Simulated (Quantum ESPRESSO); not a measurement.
# CaO (Lime): third-order response

Aim: Raman and infrared lines of CaO (Lime).

Calculated with Quantum ESPRESSO 8.0 development, patched; DFT LDA, scalar-relativistic, plane waves, PseudoDojo norm-conserving pseudopotentials.

## 1. The structure

Symmetry: Fm-3m, No. 225, cubic system. Conventional cell: a = 4.813 Å, b = 4.813 Å, c = 4.813 Å, α = 90.00°, β = 90.00°, γ = 90.00°. Ca has 6 O at 2.41 Å nearest. O has 6 Ca at 2.41 Å nearest. Farther neighbours and most contacts between anions are not listed.

Coordinates:

```
Ca O
1.0
    -2.40650    0.00000    2.40650
     0.00000    2.40650    2.40650
    -2.40650    2.40650    0.00000
Ca O
1 1
Direct
  0.00000 0.00000 0.00000
  0.50000 0.50000 0.50000
```

## 2. A first look

Before anything dear is run, a loose run with smearing shows whether this is a metal and how far the cell is from rest.

probe.in

```
 &control
    calculation='scf',
    prefix='x',
    outdir='./tmp',
    pseudo_dir='./pseudo',
    tprnfor=.true.,
    tstress=.true.,
    verbosity='high',
 /
 &system
    ibrav=2,
    celldm(1)=9.09525184,
    nat=2,
    ntyp=2,
    ecutwfc=84.0,
    occupations='smearing',
    smearing='gaussian',
    degauss=0.01,
 /
 &electrons
    conv_thr=1.0d-07,
    mixing_beta=0.7,
    electron_maxstep=100,
 /
ATOMIC_SPECIES
 Ca     40.0780  Ca.upf
 O      15.9990  O.upf
ATOMIC_POSITIONS crystal
 Ca     0.000000000   0.000000000   0.000000000
 O      0.500000000   0.500000000   0.500000000
K_POINTS automatic
 6 6 6 0 0 0
```

On the command line:

```sh
OMP_NUM_THREADS=1 mpirun -n 4 pw.x -nk 4 -in probe.in > probe.out
```

What it wrote:

```text
[banners, grids, parts of the stress and lines that vanish by symmetry left out]
Program PWSCF v.8.0dev
     bravais-lattice index     =            2
     lattice parameter (alat)  =       9.0953  a.u.
[...]
kinetic-energy cutoff     =      84.0000  Ry
     charge density cutoff     =     336.0000  Ry
     scf convergence threshold =      1.0E-07
[...]
Exchange-correlation= SLA-PW-NOGX-NOGC
                           (   1   4   0   0   0   0   0)
[...]
48 Sym. Ops., with inversion, found
[...]
(     0          1          0      )
                  (     0          0          1      )
[...]
(  0.0000000  1.0000000  0.0000000 )
                  (  0.0000000  0.0000000  1.0000000 )
[...]
(     1          0         -1      )
                  (     0          0         -1      )
[...]
(  0.0000000 -1.0000000  0.0000000 )
[...]
(     0          1         -1      )
                  (     0          1          0      )
[...]
( -1.0000000  0.0000000  0.0000000 )
                  (  0.0000000  1.0000000  0.0000000 )
[...]
number of k points=    16  Gaussian smearing, width (Ry)=  0.0100
[...]
End of self-consistent calculation
[...]
the Fermi energy is     9.0721 ev
!    total energy              =    -110.66383836 Ry
[...]
convergence has been achieved in   8 iterations
[...]
atom    1 type  1   force =     0.00000000    0.00000000    0.00000000
     atom    2 type  2   force =     0.00000000    0.00000000    0.00000000
[...]
Total force =     0.000000     Total SCF correction =     0.000000
[...]
total   stress  (Ry/bohr**3)                   (kbar)     P=      -76.19
[...]
XML data file, charge density, pseudopotentials, collected wavefunctions

   JOB DONE.
```

The job ended after 4.5 s (4 MPI ranks of Intel Xeon at 2.70GHz, shared host; 16 s of CPU time).

Numbers from this step:

```
volume per atom   : 13.94 Å³
pressure          : -7.619 GPa
gap on the k-mesh : 3.494 eV
```

A gap of 3.5 eV opens on this mesh, so the crystal is taken as an insulator; the start stands at -7.6 GPa.

## 3. Relaxation

The relaxation runs at a cutoff a fifth above that of the response, since stress converges more slowly with the basis than frequencies do. Forces and stress are brought to rest with tight thresholds.

relax.in

```
 &control
    calculation='vc-relax',
    prefix='x',
    outdir='./tmp',
    pseudo_dir='./pseudo',
    tprnfor=.true.,
    tstress=.true.,
    forc_conv_thr=2.0d-05,
    etot_conv_thr=1.0d-07,
    nstep=40,
 /
 &system
    ibrav=2,
    celldm(1)=9.09525184,
    nat=2,
    ntyp=2,
    ecutwfc=101,
    occupations='fixed',
    nbnd=10,
 /
 &electrons
    conv_thr=1.0d-11,
    mixing_beta=0.7,
    electron_maxstep=100,
 /
 &ions
 /
 &cell
    press_conv_thr=0.2,
 /
ATOMIC_SPECIES
 Ca     40.0780  Ca.upf
 O      15.9990  O.upf
ATOMIC_POSITIONS crystal
 Ca     0.000000000   0.000000000   0.000000000
 O      0.500000000   0.500000000   0.500000000
K_POINTS automatic
 8 8 8 0 0 0
```

On the command line:

```sh
OMP_NUM_THREADS=1 mpirun -n 4 pw.x -nk 4 -in relax.in > relax.out
```

What it wrote:

```text
[banners, grids, parts of the stress and lines that vanish by symmetry left out]
[banner, memory and clock lines left out]
Program PWSCF v.8.0dev

[...]
kinetic-energy cutoff     =     101.0000  Ry
     charge density cutoff     =     404.0000  Ry
     scf convergence threshold =      1.0E-11
[...]
energy convergence thresh.=      1.0E-07
     force convergence thresh. =      2.0E-05
     press convergence thresh. =      2.0E-01
     Exchange-correlation= SLA-PW-NOGX-NOGC
                           (   1   4   0   0   0   0   0)
[...]
48 Sym. Ops., with inversion, found
[...]
number of k points=    29
[...]
End of self-consistent calculation
[...]
highest occupied, lowest unoccupied level (ev):     7.3371   10.8305
!    total energy              =    -110.66387065 Ry
[...]
convergence has been achieved in  27 iterations
[...]
atom    1 type  1   force =     0.00000000    0.00000000    0.00000000
     atom    2 type  2   force =     0.00000000    0.00000000    0.00000000
     Total force =     0.000000     Total SCF correction =     0.000000
[...]
total   stress  (Ry/bohr**3)                   (kbar)     P=      -76.22
[...]
number of bfgs steps    =   0
[...]
CELL_PARAMETERS (alat=  9.09525184)
[...]
ATOMIC_POSITIONS (crystal)
Ca              -0.0000000000        0.0000000000       -0.0000000000
O                0.5000000000        0.5000000000        0.5000000000
[...]
New effective cutoffs (rho, wfc):  413.43  103.66
[...]
End of self-consistent calculation
[...]
highest occupied, lowest unoccupied level (ev):     7.7795   11.2536
!    total energy              =    -110.66665255 Ry
[...]
convergence has been achieved in   8 iterations
[...]
atom    1 type  1   force =     0.00000000    0.00000000    0.00000000
     atom    2 type  2   force =    -0.00000000   -0.00000000   -0.00000000
     Total force =     0.000000     Total SCF correction =     0.000000
[...]
total   stress  (Ry/bohr**3)                   (kbar)     P=      -35.73
[...]
number of bfgs steps    =   1
[...]
CELL_PARAMETERS (alat=  9.09525184)
[...]
ATOMIC_POSITIONS (crystal)
Ca              -0.0000000000        0.0000000000       -0.0000000000
O                0.5000000000        0.5000000000        0.5000000000
[...]
New effective cutoffs (rho, wfc):  422.70  105.99
[...]
c_bands: 1 eigenvalues not converged on the other pools
[...]
End of self-consistent calculation
[...]
highest occupied, lowest unoccupied level (ev):     8.1711   11.6227
!    total energy              =    -110.66729817 Ry
[...]
convergence has been achieved in  12 iterations
[...]
atom    1 type  1   force =    -0.00000000    0.00000000    0.00000000
     atom    2 type  2   force =     0.00000000    0.00000000    0.00000000
     Total force =     0.000000     Total SCF correction =     0.000000
[...]
total   stress  (Ry/bohr**3)                   (kbar)     P=        4.88
[...]
number of bfgs steps    =   2
[...]
CELL_PARAMETERS (alat=  9.09525184)
[...]
ATOMIC_POSITIONS (crystal)
[...]
New effective cutoffs (rho, wfc):  421.59  105.71
[...]
End of self-consistent calculation
[...]
highest occupied, lowest unoccupied level (ev):     8.1239   11.5785
!    total energy              =    -110.66730903 Ry
[...]
convergence has been achieved in  10 iterations
[...]
atom    1 type  1   force =     0.00000000    0.00000000    0.00000000
     atom    2 type  2   force =    -0.00000000   -0.00000000   -0.00000000
     Total force =     0.000000     Total SCF correction =     0.000000
[...]
total   stress  (Ry/bohr**3)                   (kbar)     P=       -0.25
[...]
number of bfgs steps    =   3
[...]
CELL_PARAMETERS (alat=  9.09525184)
[...]
ATOMIC_POSITIONS (crystal)
[...]
New effective cutoffs (rho, wfc):  421.64  105.72
[...]
End of self-consistent calculation
[...]
highest occupied, lowest unoccupied level (ev):     8.1262   11.5807
!    total energy              =    -110.66730906 Ry
[...]
convergence has been achieved in   5 iterations
[...]
atom    1 type  1   force =     0.00000000    0.00000000    0.00000000
     atom    2 type  2   force =    -0.00000000   -0.00000000   -0.00000000
     Total force =     0.000000     Total SCF correction =     0.000000
[...]
total   stress  (Ry/bohr**3)                   (kbar)     P=       -0.00
[...]
bfgs converged in   5 scf cycles and   4 bfgs steps
[...]
End of BFGS Geometry Optimization
     Final enthalpy           =    -110.6673090560 Ry
     File ./tmp/x.bfgs deleted, as requested
[...]
CELL_PARAMETERS (alat=  9.09525184)
[...]
ATOMIC_POSITIONS (crystal)
Ca               0.0000000000        0.0000000000       -0.0000000000
O                0.5000000000        0.5000000000        0.5000000000
[...]
Final scf calculation at the relaxed structure.
[...]
kinetic-energy cutoff     =     101.0000  Ry
     charge density cutoff     =     404.0000  Ry
     scf convergence threshold =      1.0E-13
[...]
press convergence thresh. =      2.0E-01
     Exchange-correlation= SLA-PW-NOGX-NOGC
                           (   1   4   0   0   0   0   0)
[...]
48 Sym. Ops., with inversion, found
[...]
number of k points=    29
[...]
c_bands: 1 eigenvalues not converged on the other pools
[...]
End of self-consistent calculation
[...]
highest occupied, lowest unoccupied level (ev):     8.1262   11.5807
!    total energy              =    -110.66730707 Ry
[...]
convergence has been achieved in  13 iterations
[...]
atom    1 type  1   force =    -0.00000000   -0.00000000    0.00000000
     atom    2 type  2   force =     0.00000000    0.00000000    0.00000000
     Total force =     0.000000     Total SCF correction =     0.000000
[...]
total   stress  (Ry/bohr**3)                   (kbar)     P=       -0.01
[...]
XML data file, charge density, pseudopotentials, collected wavefunctions
```

Run time: 43 s. Hardware: 4 MPI ranks; 2.8 min of CPU time.

The steps of the relaxation:

| step | energy less that of the first step (eV) | largest force (eV/Å) | pressure (GPa) | volume (Å³) |
| --- | --- | --- | --- | --- |
| 1 | 0.0000 | 0.0000 | -7.62 | 27.87 |
| 2 | -0.0378 | 0.0000 | -3.57 | 26.80 |
| 3 | -0.0466 | 0.0000 | 0.49 | 25.93 |
| 4 | -0.0468 | 0.0000 | -0.03 | 26.03 |
| 5 | -0.0468 | 0.0000 | 0.00 | 26.02 |
| 6 | -0.0468 | 0.0000 | 0.00 | 26.02 |

| conventional cell, symmetrised | before | after | change |
| --- | --- | --- | --- |
| a (Å) | 4.813 | 4.704 | -2.3 % |
| b (Å) | 4.813 | 4.704 | -2.3 % |
| c (Å) | 4.813 | 4.704 | -2.3 % |
| volume (Å³/atom) | 13.94 | 13.01 | -6.6 % |

Final coordinates:

```cif
data_structure
_symmetry_space_group_name_H-M 'P 1'
_symmetry_Int_Tables_number 1
_cell_length_a 3.3263
_cell_length_b 3.3263
_cell_length_c 3.3263
_cell_angle_alpha 60.000
_cell_angle_beta 60.000
_cell_angle_gamma 60.000
_cell_volume 26.02
loop_
_atom_site_label
_atom_site_type_symbol
_atom_site_fract_x
_atom_site_fract_y
_atom_site_fract_z
_atom_site_occupancy
Ca1 Ca 0.00000 0.00000 0.00000 1
O2 O 0.50000 0.50000 0.50000 1
```

The last row of the table of steps is pw.x's closing run on a basis chosen anew for the final cell, so its energy can jump.

Numbers from this step:

* volume per atom: 13.01 Å³
* pressure: -0.001 GPa
* gap on the k-mesh: 3.454 eV

The volume changes by -6.6 % from the cell with which this run began.

## 4. Ground state

The response is built on this ground state, so it is converged far tighter than an energy would need. With a gap, occupations are fixed, which also allows the response to an electric field.

scf.in

```
 &control
    calculation='scf',
    prefix='x',
    outdir='./tmp',
    pseudo_dir='./pseudo',
    tprnfor=.true.,
    tstress=.true.,
 /
 &system
    ibrav=2,
    celldm(1)=8.88950584,
    nat=2,
    ntyp=2,
    ecutwfc=84.0,
    occupations='fixed',
    nbnd=10,
 /
 &electrons
    conv_thr=1.0d-12,
    mixing_beta=0.7,
    electron_maxstep=100,
 /
ATOMIC_SPECIES
 Ca     40.0780  Ca.upf
 O      15.9990  O.upf
ATOMIC_POSITIONS crystal
 Ca     0.000000000   0.000000000   0.000000000
 O      0.500000000   0.500000000   0.500000000
K_POINTS automatic
 8 8 8 0 0 0
```

On the command line:

```sh
OMP_NUM_THREADS=1 mpirun -n 4 pw.x -nk 4 -in scf.in > scf.out
```

What it wrote:

```text
[banners, grids, parts of the stress and lines that vanish by symmetry left out]
[banner, memory and clock lines left out]
Program PWSCF v.8.0dev

[...]
kinetic-energy cutoff     =      84.0000  Ry
     charge density cutoff     =     336.0000  Ry
     scf convergence threshold =      1.0E-12
[...]
Exchange-correlation= SLA-PW-NOGX-NOGC
                           (   1   4   0   0   0   0   0)
[...]
48 Sym. Ops., with inversion, found
[...]
number of k points=    29
[...]
c_bands: 1 eigenvalues not converged on the other pools
[...]
End of self-consistent calculation
[...]
highest occupied, lowest unoccupied level (ev):     8.1262   11.5807
!    total energy              =    -110.66728575 Ry
[...]
convergence has been achieved in  14 iterations
[...]
atom    1 type  1   force =     0.00000000    0.00000000   -0.00000000
     atom    2 type  2   force =     0.00000000   -0.00000000    0.00000000
     Total force =     0.000000     Total SCF correction =     0.000000
[...]
total   stress  (Ry/bohr**3)                   (kbar)     P=       -0.28
[...]
XML data file, charge density, pseudopotentials, collected wavefunctions
```

The job ended after 6.8 s (4 MPI ranks; 26 s of CPU time).

Numbers from this step:

* pressure: -0.02800 GPa

The cell stands at -0.028 GPa, close enough for phonons.

(Continued in part 2 of 3.)

[Host names and launcher messages were left out of these logs when they were recorded.]

[Logs are printed without paths, hosts, clocks, repeated set-up lines and the standing remarks that a program may print on its own settings, such as how far it seeks lower states.]

[Hosts, paths, dates, database ids (printed as entryN), source tags and the programs' standing remarks are cut or masked in the printed files.]
